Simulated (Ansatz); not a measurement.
# What NaCdCl3 (model cell, started as cubic perovskite with Cd in the octahedra) distorts into, part 2 of 2

Wanted: the energy along a soft mode of NaCdCl3 (model cell, started as cubic perovskite with Cd in the octahedra) and the structure at the end.

Ansatz 0.2.0; DFT r2SCAN, scalar-relativistic, plane waves, PAW; PAW set soft_1.

So far, highest frequency on the path or at a solved wavevector (cm⁻¹): step 2 (response at finite wavevector) 318. Also lowest frequency on the path (cm⁻¹): step 2 -92.8.

The structure was built from a prototype and need not be the compound's stable phase.

### 6. Relaxing from the distorted cell

Starting from the lowest point found, all atoms and the cell are let go, so that strain and other modes of the same symmetry can join in.

input.yaml

```yaml
crystal:
  lattice:
    - [5.169590516, 5.169590516, 0.0]
    - [5.169590516, 0.0, 5.169590516]
    - [5.169590516, 0.0, -5.169590516]
  atoms:
    - { symbol: Na, position: [0.0, 0.0, 0.0] }
    - { symbol: Na, position: [0.0, 0.5, 0.5] }
    - { symbol: Cd, position: [0.5, 0.25, 0.75] }
    - { symbol: Cd, position: [0.5, 0.75, 0.25] }
    - { symbol: Cl, position: [0.5820691827, 0.0, 0.0] }
    - { symbol: Cl, position: [0.4179308173, 0.5, 0.5] }
    - { symbol: Cl, position: [0.0, 0.4179308173, 0.0] }
    - { symbol: Cl, position: [0.0, 0.0820691827, 0.5] }
    - { symbol: Cl, position: [0.5820691827, -0.0820691827, 0.5] }
    - { symbol: Cl, position: [0.4179308173, 0.5820691827, 0.0] }
kpoints:
  mp_grid: { grid: [4, 4, 4] }
hamiltonian:
  xc: r2scan
  pseudopotentials: { kind: paw, azcp: { folder: soft_1 } }
scf:
  occupations: { method: fixed }
output:
  forces: true
  stress: true
  eigenvalues: true
relax:
  adjacent_minimum: "off"
  f_tol: 0.002
  max_steps: 120
  cell: { stress_tol: 0.03 }
```

On the command line:

```
$ ansatz run input.yaml --threads 4 --pin off --max-ram 16384MiB --backend cpu --events-out ev --progress --plain --runs-dir out
```

Numbers of over 12 decimals in the logs are rounded to 6 here.

What it wrote:

```text
[...]
Crystal: 10 atoms, lattice volume = 276.311 Å³
Basis set: ecut = 500 eV, 6975 PW (Γ), exchange–correlation on 216×216×216 points (64 copies of the dense FFT grid, shifted against one another)
Bands: 60, of which v1, the nominal top of the filled ones, is band 50 counted from 1 (49 counted from 0)
Symmetry: 12 space group operations
[...]
k-points: 13 of 64
[...]
SCF iter   1: F=—  HF=-26034.749208 eV  |F-HF|=—  |Δ(HF+E_count)|=         —  Δρ=6.78e-2  dr2=1.13e1  dr2_τ=3.26e-2  ethr=3.10e-3  ⟨swp⟩=5.0  Hψ=2547  notcnv=0  defer=97
[...]
SCF iter   8: F=-26030.536801 eV  HF=-26030.536801 eV  |F-HF|=1.18e-8  |Δ(HF+E_count)|=   5.71e-7  Δρ=3.34e-6  dr2=2.64e-8  dr2_τ=2.58e-9  ethr=1.00e-10  ⟨swp⟩=18.5  Hψ=5044  notcnv=0
SCF 1 converged in 8 iterations: F = -26030.536801 eV  dr2 = 2.64e-8
[...]
relax step   1: F+E_penalty+E_count = -26030.53680058 eV  Δ(F+E_penalty+E_count) = +0.000e0 eV  max|allowed force component| = 1.692e-1 eV/Å  Δτ_max = 0.0000 Å  P = -2.148 GPa  Ω = 276.311 Å³  (8 SCF iters, dr2 threshold 1.00e-7 eV, accepted)
Crystal: 10 atoms, lattice volume = 260.725 Å³
Basis set: ecut = 500 eV, 6615 PW (Γ), exchange–correlation on 216×216×216 points (64 copies of the dense FFT grid, shifted against one another)
[...]
iter 1 solved again at ethr=4.23e-5 eV; its pass at ethr=3.10e-3 eV (dr2=4.23e-2 eV) is discarded
[...]
SCF iter   7: F=-26030.809141 eV  HF=-26030.809141 eV  |F-HF|=1.48e-8  |Δ(HF+E_count)|=   1.18e-6  Δρ=5.86e-6  dr2=5.58e-8  dr2_τ=7.08e-9  ethr=1.00e-9  ⟨swp⟩=15.5  Hψ=4684  notcnv=0
SCF 2 converged in 7 iterations: F = -26030.809141 eV  dr2 = 5.58e-8
[...]
relax step   2: F+E_penalty+E_count = -26030.80914078 eV  Δ(F+E_penalty+E_count) = -2.723e-1 eV  max|allowed force component| = 1.855e-1 eV/Å  Δτ_max = 0.0829 Å  P = -0.794 GPa  Ω = 260.725 Å³  energy of the carried Pulay correction = +2.465e-3 eV  (7 SCF iters, dr2 threshold 1.00e-6 eV, accepted)
Crystal: 10 atoms, lattice volume = 247.131 Å³
Basis set: ecut = 500 eV, 6255 PW (Γ), exchange–correlation on 216×216×216 points (64 copies of the dense FFT grid, shifted against one another)
[...]
SCF iter   7: F=-26031.005098 eV  HF=-26031.005098 eV  |F-HF|=2.85e-8  |Δ(HF+E_count)|=   5.03e-6  Δρ=1.09e-5  dr2=1.76e-7  dr2_τ=2.12e-8  ethr=1.00e-9  ⟨swp⟩=17.1  Hψ=4783  notcnv=0
SCF 3 converged in 7 iterations: F = -26031.005098 eV  dr2 = 1.76e-7
[...]
relax step   3: F+E_penalty+E_count = -26031.00509809 eV  Δ(F+E_penalty+E_count) = -1.960e-1 eV  max|allowed force component| = 3.831e-2 eV/Å  Δτ_max = 0.1950 Å  P = +0.286 GPa  Ω = 247.131 Å³  energy of the carried Pulay correction = +4.736e-3 eV  (7 SCF iters, dr2 threshold 1.00e-6 eV, accepted)
[...]
relax step   4: F+E_penalty+E_count = -26031.00850989 eV  Δ(F+E_penalty+E_count) = -3.412e-3 eV  max|allowed force component| = 2.317e-2 eV/Å  Δτ_max = 0.0350 Å  P = -0.057 GPa  Ω = 250.032 Å³  energy of the carried Pulay correction = +4.241e-3 eV  (6 SCF iters, dr2 threshold 3.02e-7 eV, accepted)
[...]
relax step   5: F+E_penalty+E_count = -26031.01010612 eV  Δ(F+E_penalty+E_count) = -1.596e-3 eV  max|allowed force component| = 1.750e-3 eV/Å  Δτ_max = 0.0122 Å  P = +0.003 GPa  Ω = 249.375 Å³  energy of the carried Pulay correction = +4.353e-3 eV  (6 SCF iters, dr2 threshold 3.35e-8 eV, accepted)
[...]
SCF iter   6: F=-26031.006215 eV  HF=-26031.006215 eV  |F-HF|=7.28e-12  |Δ(HF+E_count)|=  2.91e-11  Δρ=1.29e-7  dr2=2.35e-11  dr2_τ=4.16e-12  ethr=1.00e-12  ⟨swp⟩=16.8  Hψ=5431  notcnv=0
SCF 6 converged in 6 iterations: F = -26031.006215 eV  dr2 = 2.35e-11
relax step   6: F+E_penalty+E_count = -26031.00621527 eV  Δ(F+E_penalty+E_count) = +3.891e-3 eV  max|allowed force component| = 1.681e-3 eV/Å  Δτ_max = 0.0000 Å  P = -0.002 GPa  Ω = 249.375 Å³  stress off target by 1.09e-2 GPa  SCF on the basis re-selected at this cell (its energy is not comparable with the rows above)  (6 SCF iters)
basis re-selected at this cell: Δ(F+E_penalty+E_count) = +3.891e-3 eV, ΔP = -0.005 GPa vs the last step (what re-selecting the basis moved, of the pressure what is left beyond the Pulay correction that the steps carried, after the strain that the cell walked since its last selection, with what the two solves' SCF thresholds leave and, on support functions, any second-order correction that the steps lacked; it is no m [...]
SCF converged after 6 iterations
Free energy (F): -26031.006215 eV
[...]
Internal energy: -26031.006215 eV  (E = F + TS)
E sigma→0 (E₀):  -26031.006215 eV
Fermi energy:    2.301059 eV
[...]
--- Forces (eV/Å), atoms counted from 1 ---
  atom   1  Na     0.00000000     0.00000000     0.00000000
  atom   2  Na    -0.00000000    -0.00000000    -0.00000000
  atom   3  Cd    -0.00000000    -0.00000000    -0.00000000
  atom   4  Cd     0.00000000    -0.00000000     0.00000000
  atom   5  Cl     0.00168075     0.00168075     0.00000000
  atom   6  Cl    -0.00168075    -0.00168075    -0.00000000
  atom   7  Cl    -0.00168075     0.00000000    -0.00168075
  atom   8  Cl     0.00168075    -0.00000000     0.00168075
  atom   9  Cl     0.00000000     0.00168075    -0.00168075
  atom  10  Cl     0.00000000    -0.00168075     0.00168075
  max |Σ_I F_I| component: 9.54e-18 eV/Å
--- Stress (GPa, compression-positive) ---
       -0.002427      -0.006646      -0.006646
       -0.006646      -0.002427       0.006646
       -0.006646       0.006646      -0.002427
  P = ⅓ Tr σ = -0.0024 GPa (-0.024 kbar)
--- Band table (eV; the first three rows and the last of 13) ---
  k-point 0: bands = [... 46 lower, 1.8706, 2.0605, 2.2806, 2.2806, 5.7698, 8.8810, 9.3855, 10.0130, ... 6 higher]
  k-point 1: bands = [... 46 lower, 1.8533, 1.8533, 2.0782, 2.0782, 6.3828, 8.8285, 9.1658, 10.1297, ... 6 higher]
  k-point 2: bands = [... 46 lower, 1.8161, 1.8161, 1.8161, 1.8161, 7.6046, 7.6046, 9.8996, 9.8996, ... 6 higher]
  k-point 12: bands = [... 46 lower, 1.8297, 1.8297, 2.0231, 2.0231, 7.8109, 7.8109, 9.9965, 9.9965, ... 6 higher]
--- Relaxed structure (5 steps of the walk, 5 accepted, 1 SCFs on fresh bases) ---
  F+E_penalty+E_count = -26031.00621527 eV   max|allowed force component| = 1.681e-3 eV/Å   (the final SCF, on the basis selected at the relaxed cell)
  cell:  # Å, volume = 249.3752 Å³
    - [4.972715, 4.972715, 3.469446951953614e-17]
    - [4.972715, 2.0816681711721685e-17, 4.972715]
    - [5.019162, -0.046447, -5.019162]
  atoms:
    - { symbol: Na, position: [0, 1.3422521343675257e-19, -1.677815167959449e-19] }
    - { symbol: Na, position: [0, 0.5, 0.5] }
    - { symbol: Cd, position: [0.500000, 0.250000, 0.75] }
    - { symbol: Cd, position: [0.500000, 0.750000, 0.250000] }
    - { symbol: Cl, position: [0.616960, 7.766764593342501e-19, -7.624337673034554e-19] }
    - { symbol: Cl, position: [0.383040, 0.500000, 0.500000] }
    - { symbol: Cl, position: [8.673617379884035e-19, 0.383040, 0.0] }
    - { symbol: Cl, position: [-1.0842021724855044e-18, 0.116960, 0.5] }
    - { symbol: Cl, position: [0.616960, -0.116960, 0.500000] }
    - { symbol: Cl, position: [0.383040, 0.616960, 0.0] }
```

The job ended after 41 s (4 threads of Arm Neoverse V2, shared host; peak memory 1.4 GiB).

Step by step:

```csv
step,energy less that of the first step (eV),largest force component (eV/Å),pressure (GPa),volume (Å³)
1,0.0000,0.1692,-2.15,276.31
2,-0.2723,0.1855,-0.79,260.72
3,-0.4683,0.0383,0.29,247.13
4,-0.4717,0.0232,-0.06,250.03
5,-0.4733,0.0018,0.00,249.38
6*,-0.4694,0.0017,0.00,249.38
```

Relaxation steps marked * repeat the geometry before them on a plane-wave basis chosen anew for their cell, so energy and pressure can jump there.

The run keeps the 12 symmetry operations that it works with, so distortions that break them were not tested.

```csv
"conventional cell, symmetrised",before,after,change
a (Å),7.311,7.032,-3.8 %
b (Å),7.311,7.032,-3.8 %
c (Å),17.908,17.467,-2.5 %
volume (Å³/atom),27.63,24.94,-9.7 %
```

The atoms that moved most (Å, as changes of fractional coordinates times the final cell):

```csv
atom,dx,dy,dz,length
Cl5,0.174,0.174,0.000,0.245
Cl8,0.174,0.000,0.174,0.245
Cl9,0.000,0.174,-0.174,0.245
Cl10,0.000,-0.174,0.174,0.245
Cl6,-0.174,-0.174,0.000,0.245
Cl7,-0.174,0.000,-0.174,0.245
```

Numbers from this step:

```yaml
pressure: -0.002427 GPa
gap_on_the_k_mesh: 3.469 eV
volume_per_atom: 24.94 Å³
```

The distorted start has space group R-3c; the relaxation ends in R-3c.

### 7. The new phase in its own primitive cell

The relaxed structure is symmetrised, reduced to its primitive cell and relaxed tightly, as its phonons need.

input.yaml

```yaml
crystal:
  lattice:
    - [3.5162407417, 2.0301025387, 5.8224448903]
    - [-3.5162407417, 2.0301025387, 5.8224448903]
    - [0.0, -4.0602050775, 5.8224448903]
  atoms:
    - { symbol: Na, position: [0.75, 0.75, 0.75] }
    - { symbol: Na, position: [0.25, 0.25, 0.25] }
    - { symbol: Cd, position: [0.5, 0.5, 0.5] }
    - { symbol: Cd, position: [0.0, 0.0, 0.0] }
    - { symbol: Cl, position: [0.3669602376, 0.75, 0.1330397624] }
    - { symbol: Cl, position: [0.6330397624, 0.25, 0.8669602376] }
    - { symbol: Cl, position: [0.1330397624, 0.3669602376, 0.75] }
    - { symbol: Cl, position: [0.8669602376, 0.6330397624, 0.25] }
    - { symbol: Cl, position: [0.25, 0.8669602376, 0.6330397624] }
    - { symbol: Cl, position: [0.75, 0.1330397624, 0.3669602376] }
kpoints:
  mp_grid: { grid: [6, 6, 6] }
hamiltonian:
  xc: r2scan
  pseudopotentials: { kind: paw, azcp: { folder: soft_1 } }
scf:
  occupations: { method: fixed }
output:
  forces: true
  stress: true
  eigenvalues: true
relax:
  adjacent_minimum: "off"
  f_tol: 0.001
  max_steps: 60
  cell: { stress_tol: 0.01 }
```

What it wrote:

```text
[...]
Crystal: 10 atoms, lattice volume = 249.375 Å³
Basis set: ecut = 500 eV, 6279 PW (Γ), exchange–correlation on 216×216×216 points (64 copies of the dense FFT grid, shifted against one another)
Bands: 60, of which v1, the nominal top of the filled ones, is band 50 counted from 1 (49 counted from 0)
Symmetry: 12 space group operations
[...]
k-points: 32 of 216
[...]
- { symbol: Na, position: [0.25, 0.25, 0.25] }
    - { symbol: Cd, position: [0.5, 0.5, 0.5] }
    - { symbol: Cd, position: [0, 0, 0] }
    - { symbol: Cl, position: [0.367025, 0.75, 0.132975] }
    - { symbol: Cl, position: [0.632975, 0.250000, 0.867025] }
    - { symbol: Cl, position: [0.132975, 0.367025, 0.75] }
    - { symbol: Cl, position: [0.867025, 0.632975, 0.250000] }
    - { symbol: Cl, position: [0.250000, 0.867025, 0.632975] }
    - { symbol: Cl, position: [0.75, 0.132975, 0.367025] }
[key lines of the parts left out:]
SCF converged after 6 iterations
Free energy (F): -26031.006234 eV
Fermi energy:    2.299556 eV
P = ⅓ Tr σ = -0.0042 GPa (-0.042 kbar)
```

It took 43 s on 4 threads; peak memory 1.5 GiB.

Little changed from the start: no atom moved by 0.005 Å and no cell edge by 0.1 %.

Numbers from this step:

```
pressure           : -0.004245 GPa
direct gap on mesh : 3.490 eV
```

The largest force component left is 0.77 meV/Å and the pressure is -0.004 GPa, within the tolerances set. The cell now holds 24.94 Å³/atom.

### 8. What came out

```
unstable mode of the parent                                                      : q = (-0.5, -0.5, -0.5), 89i cm⁻¹
depth at the lowest point sampled                                                : 75.0 meV/atom
largest atomic shift at that point                                               : 0.6 Å
space group reached (within 0.01 Å)                                              : R-3c
energy gained over the parent (first relaxation, on the mesh of the frozen mode) : 122 meV/atom
volume per atom, phase reached                                                   : 24.9 Å³
gap on the k-mesh, phase reached                                                 : 3.47 eV
```

**Reading.** Along this mode the structure falls into R-3c, 122 meV/atom below the parent. At the parent's cell the well is 75.01 meV/atom deep on the steps tried, with its lowest point at a shift of 0.6 Å. That is the last step tried, so the steps alone don't bracket the bottom of the well. Relaxing atoms and cell changes the gain by +46.94 meV/atom against the lowest step (energies at zero smearing). The modes of the phase reached were not computed on this path. Of the 6 patterns followed to their end from this parent, this one ends 3.96 meV/atom above the lowest, Imma. Each path keeps the symmetry of its pattern, so a lower phase may lie along a pattern not tried. The starting cell was built on a prototype and not taken from a measurement, so the phase need not exist.

[Logs are printed without paths, hosts, clocks, repeated set-up lines and the standing remarks that a program may print on its own settings, such as how far it seeks lower states.]

[Hosts, paths, dates, database ids (printed as entryN), source tags and the programs' standing remarks are cut or masked in the printed files.]
